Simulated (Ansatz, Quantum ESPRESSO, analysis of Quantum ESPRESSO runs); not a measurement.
# Migration barrier of interstitial H in fcc Al, hop from a tetrahedral to the next octahedral site (PBE) (Quantum ESPRESSO)

Aim: the migration barrier of interstitial H in fcc Al, hop from a tetrahedral to the next octahedral site, to be set beside the measurement. Set-up: PBE, PseudoDojo 0.4.1 SR PBE standard, 32-site cell, PBE lattice, k: 3x3x3, start relaxed with Ansatz. The model is a cell of 32 host atoms with 1 H put in. The barrier is the energy of the highest image of a climbing band over the relaxed site that the atom leaves. Other potentials or another program check that the number doesn't hang on one set of files.

Measured beforehand: Migration barrier: 0.452 eV, by diffusion measurements (T > 250 K); average of cited values (quoted in “Explainable Machine Learning for Hydrogen Diffusion in Metals and Random Binary Alloys”, 2023, G. M. Lu et al., quoting earlier work (1981)). The runs below try to reproduce this.

Main program and level: Quantum ESPRESSO 7.5; Quantum ESPRESSO plane-wave DFT, PBE, PseudoDojo 0.4.1 SR PBE standard potentials; relaxation of all atoms of a defect supercell.

## (1) Starting point

The cell holds 33 atoms: 32 Al and 1 H. Cell: a = 8.072 Å, b = 8.072 Å, c = 8.072 Å, α = 90.0°, β = 90.0°, γ = 90.0°. It derives from Al (space group Fm-3m). Nearest the centre at fractional (0.375, 0.375, 0.375): H33 at 0.00 Å, Al29 at 1.88 Å, Al11 at 1.88 Å, Al8 at 1.88 Å, Al18 at 1.88 Å, Al13 at 3.34 Å, Al4 at 3.34 Å, Al15 at 3.34 Å.

The host's primitive cell comes from a first run (Quantum ESPRESSO plane-wave DFT, PBE, PseudoDojo 0.4.1 SR PBE standard potentials; relaxation of cell and atoms of a defect-free cell): vectors of 2.854, 2.854 and 2.854 Å. That is 16.44 Å³ an atom, 1.0 % under the diffraction cell's volume. The supercell is built on it.

This program's steps are dear, so the start below was first relaxed with Ansatz (plane-wave PAW DFT, PBE; 17 s).

## (2) Relaxation, charge 0

A barrier counts from a true minimum, so both ends of the jump are relaxed first.

Contents of pw.in:

```
&CONTROL
  calculation = 'relax'
  prefix = 'pwscf'
  outdir = './tmp'
  pseudo_dir = './pseudo'
  tprnfor = .true.
  disk_io = 'low'
  nstep = 70
  forc_conv_thr = 0.00078
  etot_conv_thr = 0.0001
/
&SYSTEM
  ibrav = 0
  nat = 33
  ntyp = 2
  ecutwfc = 72
  nbnd = 63
  occupations = 'smearing'
  smearing = 'mv'
  degauss = 0.00734986
/
&ELECTRONS
  conv_thr = 3d-08
  electron_maxstep = 100
  mixing_beta = 0.5
/
&IONS
  ion_dynamics = 'bfgs'
/
ATOMIC_SPECIES
Al    26.9815 Al.upf
H      1.0080 H.upf
CELL_PARAMETERS angstrom
   8.0724432688    0.0000000000    0.0000000000
   0.0000000000    8.0724432688    0.0000000000
   0.0000000000    0.0000000000    8.0724432688
ATOMIC_POSITIONS crystal
Al     0.0004603290    0.0004603290    0.0004603290
Al     0.0009132389    0.2505057178    0.2505057178
Al     0.2505057178    0.0009132389    0.2505057178
Al     0.2505057178    0.2505057178    0.0009132389
Al    -0.0021767983   -0.0021767983    0.5003870506
Al    -0.0021767983    0.2496129494    0.7521767983
Al     0.2496129494   -0.0021767983    0.7521767983
Al     0.2408671667    0.2408671667    0.5091328333
Al    -0.0021767983    0.5003870506   -0.0021767983
Al    -0.0021767983    0.7521767983    0.2496129494
Al     0.2408671667    0.5091328333    0.2408671667
Al     0.2496129494    0.7521767983   -0.0021767983
Al     0.0009132389    0.4994942822    0.4994942822
Al     0.0004603290    0.7495396710    0.7495396710
Al     0.2505057178    0.4994942822    0.7490867611
Al     0.2505057178    0.7490867611    0.4994942822
Al     0.5003870506   -0.0021767983   -0.0021767983
Al     0.5091328333    0.2408671667    0.2408671667
Al     0.7521767983   -0.0021767983    0.2496129494
Al     0.7521767983    0.2496129494   -0.0021767983
Al     0.4994942822    0.0009132389    0.4994942822
Al     0.4994942822    0.2505057178    0.7490867611
Al     0.7495396710    0.0004603290    0.7495396710
Al     0.7490867611    0.2505057178    0.4994942822
Al     0.4994942822    0.4994942822    0.0009132389
Al     0.4994942822    0.7490867611    0.2505057178
Al     0.7490867611    0.4994942822    0.2505057178
Al     0.7495396710    0.7495396710    0.0004603290
Al     0.5091328333    0.5091328333    0.5091328333
Al     0.5003870506    0.7521767983    0.7521767983
Al     0.7521767983    0.5003870506    0.7521767983
Al     0.7521767983    0.7521767983    0.5003870506
H      0.3750000000    0.3750000000    0.3750000000
K_POINTS automatic
3 3 3 0 0 0
```

On the command line:

```console
> OMP_NUM_THREADS=1 mpirun -n 4 pw.x -nk 4 -in pw.in > pw.out
```

The log of the run:

```text
This program is part of the open-source Quantum ESPRESSO suite
     for quantum simulation of materials; please cite
         "P. Giannozzi et al., J. Phys.:Condens. Matter 21 395502 (2009);
         "P. Giannozzi et al., J. Phys.:Condens. Matter 29 465901 (2017);
         "P. Giannozzi et al., J. Chem. Phys. 152 154105 (2020);
          URL
     in publications or presentations arising from this work. More details at

     Message from routine setup:
     using ibrav=0 with symmetry is DISCOURAGED, use correct ibrav instead

     K-points division:     npool     =       4
     Subspace diagonalization in iterative solution of the eigenvalue problem:
     a serial algorithm will be used

     G-vector sticks info
     --------------------
     sticks:   dense  smooth     PW     G-vecs:    dense   smooth      PW
     Sum        5345    5345   1405               292835   292835   39607

     Using Slab Decomposition

     bravais-lattice index     =            0
     lattice parameter (alat)  =      15.2547  a.u.
     unit-cell volume          =    3549.8631 (a.u.)^3
     number of atoms/cell      =           33
     number of atomic types    =            2
     number of electrons       =        97.00
     number of Kohn-Sham states=           63
     kinetic-energy cutoff     =      72.0000  Ry
     charge density cutoff     =     288.0000  Ry
     scf convergence threshold =      3.0E-08
     mixing beta               =       0.5000
     number of iterations used =            8  plain     mixing
     energy convergence thresh.=      1.0E-04
     force convergence thresh. =      7.8E-04
     Exchange-correlation= PBE
                           (   1   4   3   4   0   0   0)
     nstep                     =           70

     celldm(1)=  15.254707  celldm(2)=   0.000000  celldm(3)=   0.000000
     celldm(4)=   0.000000  celldm(5)=   0.000000  celldm(6)=   0.000000

     crystal axes: (cart. coord. in units of alat)
               a(1) = (   1.000000   0.000000   0.000000 )
               a(2) = (   0.000000   1.000000   0.000000 )
               a(3) = (   0.000000   0.000000   1.000000 )

     reciprocal axes: (cart. coord. in units 2 pi/alat)
               b(1) = (  1.000000  0.000000  0.000000 )
               b(2) = (  0.000000  1.000000  0.000000 )
               b(3) = (  0.000000  0.000000  1.000000 )

     PseudoPot. # 1 for Al read from file:
     Al.upf
     Pseudo is Norm-conserving + core correction, Zval =  3.0
     Generated using ONCVPSP code by D. R. Hamann
     Using radial grid of 1876 points,  6 beta functions with:
                l(1) =   0
                l(2) =   0
                l(3) =   1
                l(4) =   1
                l(5) =   2
                l(6) =   2

     PseudoPot. # 2 for H  read from file:
     H.upf
     Pseudo is Norm-conserving, Zval =  1.0
     Generated using ONCVPSP code by D. R. Hamann
     Using radial grid of 1166 points,  3 beta functions with:
                l(1) =   0
                l(2) =   0
                l(3) =   1

     atomic species   valence    mass     pseudopotential
     Al                3.00    26.98150     Al( 1.00)
     H                 1.00     1.00800     H ( 1.00)

     24 Sym. Ops. (no inversion) found (18 have fractional translation)

   Cartesian axes

     site n.     atom                  positions (alat units)
         1        Al     tau(   1) = (   0.0004603   0.0004603   0.0004603  )
         2        Al     tau(   2) = (   0.0009132   0.2505057   0.2505057  )
         3        Al     tau(   3) = (   0.2505057   0.0009132   0.2505057  )
         4        Al     tau(   4) = (   0.2505057   0.2505057   0.0009132  )
         5        Al     tau(   5) = (  -0.0021768  -0.0021768   0.5003871  )
         6        Al     tau(   6) = (  -0.0021768   0.2496129   0.7521768  )
         7        Al     tau(   7) = (   0.2496129  -0.0021768   0.7521768  )
         8        Al     tau(   8) = (   0.2408672   0.2408672   0.5091328  )
         9        Al     tau(   9) = (  -0.0021768   0.5003871  -0.0021768  )
        10        Al     tau(  10) = (  -0.0021768   0.7521768   0.2496129  )
        11        Al     tau(  11) = (   0.2408672   0.5091328   0.2408672  )
        12        Al     tau(  12) = (   0.2496129   0.7521768  -0.0021768  )
        13        Al     tau(  13) = (   0.0009132   0.4994943   0.4994943  )
        14        Al     tau(  14) = (   0.0004603   0.7495397   0.7495397  )
        15        Al     tau(  15) = (   0.2505057   0.4994943   0.7490868  )
        16        Al     tau(  16) = (   0.2505057   0.7490868   0.4994943  )
[...]
25        Al     tau(  25) = (   0.4994943   0.4994943   0.0009132  )
        26        Al     tau(  26) = (   0.4994943   0.7490868   0.2505057  )
        27        Al     tau(  27) = (   0.7490868   0.4994943   0.2505057  )
        28        Al     tau(  28) = (   0.7495397   0.7495397   0.0004603  )
        29        Al     tau(  29) = (   0.5091328   0.5091328   0.5091328  )
        30        Al     tau(  30) = (   0.5003871   0.7521768   0.7521768  )
        31        Al     tau(  31) = (   0.7521768   0.5003871   0.7521768  )
        32        Al     tau(  32) = (   0.7521768   0.7521768   0.5003871  )
        33        H      tau(  33) = (   0.3750000   0.3750000   0.3750000  )

     number of k points=     4  Marzari-Vanderbilt smearing, width (Ry)=  0.0073
                       cart. coord. in units 2pi/alat
        k(    1) = (   0.0000000   0.0000000   0.0000000), wk =   0.0740741
        k(    2) = (   0.0000000   0.0000000   0.3333333), wk =   0.4444444
        k(    3) = (   0.0000000   0.3333333   0.3333333), wk =   0.8888889
        k(    4) = (   0.3333333   0.3333333   0.3333333), wk =   0.5925926

     Dense  grid:   292835 G-vectors     FFT dimensions: (  96,  96,  96)

     Initial potential from superposition of free atoms

     starting charge      96.9217, renormalised to      97.0000
     Starting wfcs are  129 randomized atomic wfcs

     Self-consistent Calculation

     iteration #  1     ecut=    72.00 Ry     beta= 0.50
     Davidson diagonalization with overlap
     ethr =  1.00E-02,  avg # of iterations =  3.8

     Threshold (ethr) on eigenvalues was too large:
     Diagonalizing with lowered threshold

     Davidson diagonalization with overlap
     ethr =  2.11E-04,  avg # of iterations =  4.8

     total energy              =    -149.49955203 Ry
     estimated scf accuracy    <       0.21481685 Ry

     iteration #  2     ecut=    72.00 Ry     beta= 0.50
     Davidson diagonalization with overlap
[...]
ethr =  1.57E-07,  avg # of iterations =  5.0

     total energy              =    -149.49658422 Ry
     estimated scf accuracy    <       0.00002031 Ry

     iteration #  7     ecut=    72.00 Ry     beta= 0.50
     Davidson diagonalization with overlap
     ethr =  2.09E-08,  avg # of iterations =  3.0

     total energy              =    -149.49658959 Ry
     estimated scf accuracy    <       0.00000093 Ry

     iteration #  8     ecut=    72.00 Ry     beta= 0.50
     Davidson diagonalization with overlap
     ethr =  9.61E-10,  avg # of iterations =  7.8

     total energy              =    -149.49659022 Ry
     estimated scf accuracy    <       0.00000008 Ry

     iteration #  9     ecut=    72.00 Ry     beta= 0.50
     Davidson diagonalization with overlap
     ethr =  7.97E-11,  avg # of iterations =  5.2

     End of self-consistent calculation

          k = 0.0000 0.0000 0.0000 ( 36449 PWs)   bands (ev):

    -3.3049  -1.6184  -0.9456  -0.9456  -0.9456  -0.9391  -0.9391   0.4238
     1.2337   1.2337   1.2337   1.2569   1.2569   1.3033   1.3033   1.3033
     1.3052   1.3052   1.3052   2.8999   3.3707   3.3707   3.3707   3.4388
     3.6028   3.6028   3.6028   4.6923   5.0602   5.0602   6.1568   6.3661
     6.3661   6.3661   7.0617   7.0617   7.0876   7.0876   7.0876   7.1166
     7.1166   7.1166   7.1642   7.1642   7.1885   8.0895   8.0895   8.0895
     8.1675   8.1675   8.1675   8.6345   9.0576   9.0577   9.0577   9.1141
     9.1141   9.1148   9.1601   9.1604   9.1605   9.2217   9.2219

          k = 0.0000 0.0000 0.3333 ( 36621 PWs)   bands (ev):

    -3.0676  -2.3102  -1.2454  -0.6982  -0.6982  -0.6916  -0.2034   0.0466
     0.0466   0.0528   0.6730   1.1785   1.4994   1.5380   1.5380   1.9727
     2.2282   2.2683   2.2683   2.7396   2.9743   2.9743   2.9783   2.9793
     4.4082   5.0998   5.0998   5.1032   5.1214   5.1411   5.1738   5.1738
     5.2506   5.2958   5.7986   5.9883   6.6080   6.6080   6.7845   7.2346
     7.2510   7.2510   7.3174   7.3174   7.3217   7.3576   7.3611   7.3611
     7.8721   8.0335   8.0335   8.0557   8.6144   8.7255   8.7950   8.7950
     8.8185   8.8476   8.8684   9.5163   9.5412   9.5412   9.5981

          k = 0.0000 0.3333 0.3333 ( 36659 PWs)   bands (ev):

    -2.8373  -2.1690  -1.9391  -1.3195  -0.7000  -0.4486  -0.0529   0.2815
     0.2860   0.3071   0.7906   1.0085   1.0310   1.0432   1.6138   1.7799
[...]
8.3568   8.4806   8.8533   8.9105   8.9130   8.9320   8.9544   8.9647
     9.0797   9.1272   9.5389   9.6530   9.6874   9.6932  10.6336

          k = 0.3333 0.3333 0.3333 ( 36582 PWs)   bands (ev):

    -2.6183  -2.0254  -1.6896  -1.6896  -1.1566  -0.9412  -0.9412  -0.2808
     0.7668   1.2734   1.2734   1.6064   1.9760   1.9760   2.0275   2.0275
     2.0328   2.5193   2.7513   2.7513   3.2031   3.4565   3.4565   3.8222
     4.1245   4.1245   4.1777   4.1777   4.1842   4.6313   4.7525   4.7525
     4.9319   5.0347   5.0347   5.4865   5.6458   5.6458   6.6484   6.9832
     6.9832   7.0216   7.0418   7.0418   7.5154   7.6983   7.6983   7.7359
     7.7524   7.7524   8.4190   8.8231   9.0091   9.0091   9.3275   9.4937
     9.4937   9.6888   9.7982   9.7982   9.9779  10.0378  10.0379

     the Fermi energy is     7.8149 ev

!    total energy              =    -149.49659024 Ry
     estimated scf accuracy    <       0.00000001 Ry
     smearing contrib. (-TS)   =       0.00282766 Ry
     internal energy E=F+TS    =    -149.49941790 Ry

     The total energy is F=E-TS. E is the sum of the following terms:
     one-electron contribution =      94.48946024 Ry
     hartree contribution      =       0.52914410 Ry
     xc contribution           =     -70.23346248 Ry
     ewald contribution        =    -174.28455976 Ry

     convergence has been achieved in   9 iterations

     Forces acting on atoms (cartesian axes, Ry/au):

     atom    1 type  1   force =    -0.00006297   -0.00006297   -0.00006297
     atom    2 type  1   force =     0.00000099   -0.00020334   -0.00020334
     atom    3 type  1   force =    -0.00020334    0.00000099   -0.00020334
     atom    4 type  1   force =    -0.00020334   -0.00020334    0.00000099
     atom    5 type  1   force =     0.00012768    0.00012768    0.00036585
     atom    6 type  1   force =     0.00012768   -0.00036585   -0.00012768
     atom    7 type  1   force =    -0.00036585    0.00012768   -0.00012768
     atom    8 type  1   force =     0.00021267    0.00021267   -0.00021267
     atom    9 type  1   force =     0.00012768    0.00036585    0.00012768
     atom   10 type  1   force =     0.00012768   -0.00012768   -0.00036585
     atom   11 type  1   force =     0.00021267   -0.00021267    0.00021267
     atom   12 type  1   force =    -0.00036585   -0.00012768    0.00012768
     atom   13 type  1   force =     0.00000099    0.00020334    0.00020334
     atom   14 type  1   force =    -0.00006297    0.00006297    0.00006297
     atom   15 type  1   force =    -0.00020334    0.00020334   -0.00000099
     atom   16 type  1   force =    -0.00020334   -0.00000099    0.00020334
[...]
atom   26 type  1   force =     0.00020334   -0.00000099   -0.00020334
     atom   27 type  1   force =    -0.00000099    0.00020334   -0.00020334
     atom   28 type  1   force =     0.00006297    0.00006297   -0.00006297
     atom   29 type  1   force =    -0.00021267   -0.00021267   -0.00021267
     atom   30 type  1   force =     0.00036585   -0.00012768   -0.00012768
     atom   31 type  1   force =    -0.00012768    0.00036585   -0.00012768
     atom   32 type  1   force =    -0.00012768   -0.00012768    0.00036585
     atom   33 type  2   force =     0.00000000    0.00000000    0.00000000

     Total force =     0.001892     Total SCF correction =     0.000120

     BFGS Geometry Optimization
     Energy error            =      3.6E-06 Ry
     Gradient error          =      3.7E-04 Ry/Bohr

     bfgs converged in   1 scf cycles and   0 bfgs steps
     (criteria: energy <  1.0E-04 Ry, force <  7.8E-04 Ry/Bohr)

     End of BFGS Geometry Optimization

     Final energy             =    -149.4965902422 Ry
Begin final coordinates

ATOMIC_POSITIONS (crystal)
Al               0.0004603290        0.0004603290        0.0004603290
Al               0.0009132389        0.2505057178        0.2505057178
Al               0.2505057178        0.0009132389        0.2505057178
Al               0.2505057178        0.2505057178        0.0009132389
Al              -0.0021767983       -0.0021767983        0.5003870506
Al              -0.0021767983        0.2496129494        0.7521767983
Al               0.2496129494       -0.0021767983        0.7521767983
Al               0.2408671667        0.2408671667        0.5091328333
Al              -0.0021767983        0.5003870506       -0.0021767983
Al              -0.0021767983        0.7521767983        0.2496129494
Al               0.2408671667        0.5091328333        0.2408671667
Al               0.2496129494        0.7521767983       -0.0021767983
Al               0.0009132389        0.4994942822        0.4994942822
Al               0.0004603290        0.7495396710        0.7495396710
Al               0.2505057178        0.4994942822        0.7490867611
Al               0.2505057178        0.7490867611        0.4994942822
[...]
Al               0.4994942822        0.7490867611        0.2505057178
Al               0.7490867611        0.4994942822        0.2505057178
Al               0.7495396710        0.7495396710        0.0004603290
Al               0.5091328333        0.5091328333        0.5091328333
Al               0.5003870506        0.7521767983        0.7521767983
Al               0.7521767983        0.5003870506        0.7521767983
Al               0.7521767983        0.7521767983        0.5003870506
H                0.3750000000        0.3750000000        0.3750000000
End final coordinates

=------------------------------------------------------------------------------=
   JOB DONE.
=------------------------------------------------------------------------------=
```

Run time: 2.8 min. Hardware: 4 MPI ranks of Arm Neoverse N1, shared host; peak memory 3.3 GiB.

Hardly anything moved in the relaxation; the energy changed by under 0.2 meV an atom.

Neighbours of H33 at the end:

```tsv
atom	distance (Å)
Al29	1.875
Al18	1.875
Al8	1.875
Al11	1.875
Al22	3.338
Al16	3.338
Al24	3.338
Al27	3.338
Al26	3.338
Al15	3.338
Al21	3.338
Al13	3.338
Al2	3.338
Al4	3.338
Al25	3.338
Al3	3.338
```

[end of part 1 of 3]

[Logs are printed without paths, hosts, clocks, repeated set-up lines and the standing remarks that a program may print on its own settings, such as how far it seeks lower states.]

[Hosts, paths, dates, database ids (printed as entryN), source tags and the programs' standing remarks are cut or masked in the printed files.]

[For some hosts the program warned that the k-mesh of the response run may be too coarse for force constants and the static dielectric constant; such warnings are not shown here.]
